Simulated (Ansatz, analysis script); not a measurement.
# Cobalt: energy against the total moment, part 2 of 2

Is Cobalt magnetic, nearly magnetic or plainly paramagnetic? E(M) and M(B) tell.

Ansatz 0.2.0; PBE, PAW (harder files).

So far. Step 8 (Total moment fixed at 2.677 μB): The energy is -364 meV from the state without spin, and the largest site carries 1.42 μB.

## 9. Total moment fixed at 4.206 μB

Level of this step: Ansatz DFT, collinear, total moment fixed by two Fermi levels; PBE, PAW own set (Ansatz).

Input file input.yaml:

```yaml
crystal:
  lattice:
    - [2.5074, 0.0, 0.0]
    - [-1.2537, 2.1714720974, 0.0]
    - [0.0, 0.0, 4.0699]
  atoms:
    - { symbol: Co, position: [0.3333333333, 0.6666666667, 0.25], spin: 2.103 }
    - { symbol: Co, position: [0.6666666667, 0.3333333333, 0.75], spin: 2.103 }
magnetization:
  spin_polarized: true
  initial_magnetization: 4.206
  spin_locking: { lock_magnetization: hard }
kpoints:
  mp_grid: { grid: [18, 18, 10] }
hamiltonian:
  xc: pbe
  pseudopotentials: { kind: paw, source: ansatz }
scf:
  occupations: { method: fermi_dirac, width: 0.1 }
  max_iter: 120
  convergence: { dr2_threshold: 1.0e-08 }
basis:
  ecutwfc: 900.0
```

Command:

```bash
$ ansatz run input.yaml --threads 1 --pin off --max-ram 2560MiB --backend cpu --events-out ev --progress --plain --runs-dir out
```

Numbers of over 12 decimals in the logs are rounded to 6 here.

The log of the run:

```text
[...]
Crystal: 2 atoms, lattice volume = 22.160 Å³
Basis set: ecut = 900 eV, 1363 PW (Γ)
Bands: 24, of which v1, the nominal top of the filled ones, is band 17 counted from 1 (16 counted from 0)
Symmetry: 24 space group operations
[...]
k-points: 222 of 3240
[...]
Starting moments: Σ|m| = 4.206 μB on 2 of 2 sites
[...]
Magnetization: 4.2060 μB (19.1030 up, 14.8970 down)
Absolute magnetization: 4.2814 μB (∫|ρ↑−ρ↓|, with the PAW one-centre terms)
[...]
Per-site moments (μB) at R_I (Å): [(2.112959, 1.030153), (2.112959, 1.030153)]
Free energy (F): -10252.264940 eV
[...]
Internal energy: -10252.195121 eV  (E = F + TS)
E sigma→0 (E₀):  -10252.230030 eV
Entropy (-TS):   -0.069819 eV (-34.910 meV/atom)
Fermi energy:    19.280305 (↑ 20.075677, ↓ 18.484934) eV
[...]
[key lines of the parts left out:]
SCF converged after 9 iterations
```

Run time: 38 s. Hardware: 1 thread of Arm Neoverse V1, shared host; peak memory 0.73 GiB.

The energy is -75.8 meV from the state without spin, and the largest site carries 2.11 μB.

7 more runs differ from these in the same keys alone and are tabled below.

## 10. No field, tight threshold

A field gives a second route to the same curve. A thousand tesla shift each spin by 58 meV, and the threshold is tightened so that small induced moments are resolved.

input.yaml, the sections that differ from step 9:

```yaml
crystal:
  lattice:
    - [2.5074, 0.0, 0.0]
    - [-1.2537, 2.1714720974, 0.0]
    - [0.0, 0.0, 4.0699]
  atoms:
    - { symbol: Co, position: [0.3333333333, 0.6666666667, 0.25], spin: 1.7 }
    - { symbol: Co, position: [0.6666666667, 0.3333333333, 0.75], spin: 1.7 }
magnetization:
  spin_polarized: true
scf:
  occupations: { method: fermi_dirac, width: 0.1 }
  max_iter: 120
  convergence: { dr2_threshold: 1.0e-10 }
# kpoints, hamiltonian, basis: as in step 9
```

The log of the run:

```text
[...]
Crystal: 2 atoms, lattice volume = 22.160 Å³
Basis set: ecut = 900 eV, 1363 PW (Γ)
Bands: 23, of which v1, the nominal top of the filled ones, is band 17 counted from 1 (16 counted from 0)
Symmetry: 24 space group operations
[...]
k-points: 222 of 3240
[...]
Starting moments: Σ|m| = 3.4 μB on 2 of 2 sites
[...]
SCF iter  10: F=-10252.629896 eV  HF=-10252.629896 eV  |F-HF|=5.46e-12  |Δ(HF+E_count)|=  5.46e-12  Δρ=6.25e-8 (↑4.49e-8 ↓6.25e-8)  dr2=1.53e-12  dr2_m=1.05e-13  M=3.235 μB ∫|m|=3.578 μB  ethr=1.00e-12  ⟨swp⟩=1.0  Hψ=22201  notcnv=0
SCF 1 converged in 10 iterations: F = -10252.629896 eV  dr2 = 1.53e-12
[...]
SCF converged after 10 iterations
Magnetization: 3.2355 μB (18.6177 up, 15.3823 down)
Absolute magnetization: 3.5780 μB (∫|ρ↑−ρ↓|, with the PAW one-centre terms)
[...]
Per-site moments (μB) at R_I (Å): [(1.695935, 1.030153), (1.695935, 1.030153)]
Free energy (F): -10252.629896 eV
[...]
Internal energy: -10252.567816 eV  (E = F + TS)
E sigma→0 (E₀):  -10252.598856 eV
Entropy (-TS):   -0.062080 eV (-31.040 meV/atom)
Fermi energy:    18.698053 eV
[...]
```

The job ended after 41 s (1 thread; peak memory 0.72 GiB).

The net moment is 3.23 μB a cell.

## 11. Field of 2000 T

input.yaml, as its differences from that of step 10:

```diff
@@ -10,2 +10,3 @@
   spin_polarized: true
+  magnetic_field: 2000.0
 kpoints:
```

The log of the run:

```text
[...]
Crystal: 2 atoms, lattice volume = 22.160 Å³
Basis set: ecut = 900 eV, 1363 PW (Γ)
Bands: 23, of which v1, the nominal top of the filled ones, is band 17 counted from 1 (16 counted from 0)
Symmetry: 24 space group operations
[...]
k-points: 222 of 3240
[...]
Starting moments: Σ|m| = 3.4 μB on 2 of 2 sites
[...]
SCF converged after 11 iterations
Magnetization: 3.4085 μB (18.7042 up, 15.2958 down)
Absolute magnetization: 3.7180 μB (∫|ρ↑−ρ↓|, with the PAW one-centre terms)
[...]
Per-site moments (μB) at R_I (Å): [(1.775560, 1.030153), (1.775560, 1.030153)]
Free energy (F): -10253.014181 eV
[...]
Internal energy: -10252.950513 eV  (E = F + TS)
E sigma→0 (E₀):  -10252.982347 eV
Entropy (-TS):   -0.063667 eV (-31.834 meV/atom)
Fermi energy:    18.784556 eV
[...]
```

Elapsed: 41 s, on 1 thread; peak memory 0.7 GiB.

The net moment is 3.41 μB a cell.

2 more runs differ from these in the same keys alone and are tabled below.

## 12. Side runs that gave no result

| changed | outcome |
| --- | --- |
| basis.ecutrho_ratio; crystal.symmetry | cut off at the time limit |

## 13. E(M) and M(B)

Table of energy less the state without spin by total moment:

```csv
total moment (μB/cell),energy less the state without spin (meV/cell)
0.00,0
0.38,-23.6
0.77,-43.7
1.15,-81.5
1.53,-140
1.91,-210
2.29,-286
2.68,-364
3.06,-429
3.44,-426
3.82,-310
4.21,-75.8
```

The field that holds a moment is half the difference of the two Fermi levels over μB.

Table of field that holds the moment by total moment:

```csv
total moment (μB/cell),field that holds the moment (T)
0.38,-551
0.77,-1308
1.15,-2356
1.53,-2930
1.91,-3332
2.29,-3541
2.68,-3405
3.06,-2066
3.44,2373
3.82,8225
4.21,13741
```

Site moments:

```csv
total (μB),Co no. 1 (μB),Co no. 2 (μB)
0.382,-0.6984,1.102
0.765,-0.3118,1.123
1.147,0.6111,0.6111
1.529,0.8138,0.8138
1.912,1.016,1.016
2.294,1.217,1.217
2.677,1.417,1.417
3.059,1.611,1.611
3.441,1.79,1.79
3.824,1.956,1.956
4.206,2.113,2.113
```

Total moment against field:

```csv
field (T),total moment (μB/cell)
0,3.24
500,3.28
1000,3.32
2000,3.41
```

The curve does not join the state without spin smoothly (the slope dE/dM at the first moment does not lead to it, since local moments or a jump lie between), so that state is only the zero of energy, and no Stoner or Landau analysis is made.

## 14. Results

| Item | Value |
| --- | --- |
| state of the free run | ferromagnetic |
| net moment of the free run | 3.23 μB |
| energy of the free run from the state without spin | -441 meV a cell |
| lowest of the fixed moments tried | M = 3.059 μB, -429 meV |
| dM/dB between 0 and 500 T | 0.0792 μB a cell per 1000 T |

**Reading.** At this level the system is magnetic: the free run keeps 1.70 μB on the largest site. No other order was typed. The free run, at 3.24 μB, lies 441 meV under the state without spin and so below every fixed moment tried: the minimum falls between two of them. Among the fixed moments, E(M) falls 429 meV below the state without spin and is lowest near 3.059 μB on this grid. The field acts on spins alone. The 15 fixed-moment and field runs took 21 min of wall time, added up. Energies are free energies at a smearing of 0.1 eV, and with partly filled levels differences shift, at times strongly, as the smearing goes to zero.

[Logs and program files are shortened in this print: banners, set-up blocks, solver, clock and traceback lines can be left out without a mark of their own.]

[Logs are printed without paths, hosts, clocks, repeated set-up lines and the standing remarks that a program may print on its own settings, such as how far it seeks lower states.]

[Hosts, paths, dates, database ids (printed as entryN), source tags and the programs' standing remarks are cut or masked in the printed files.]
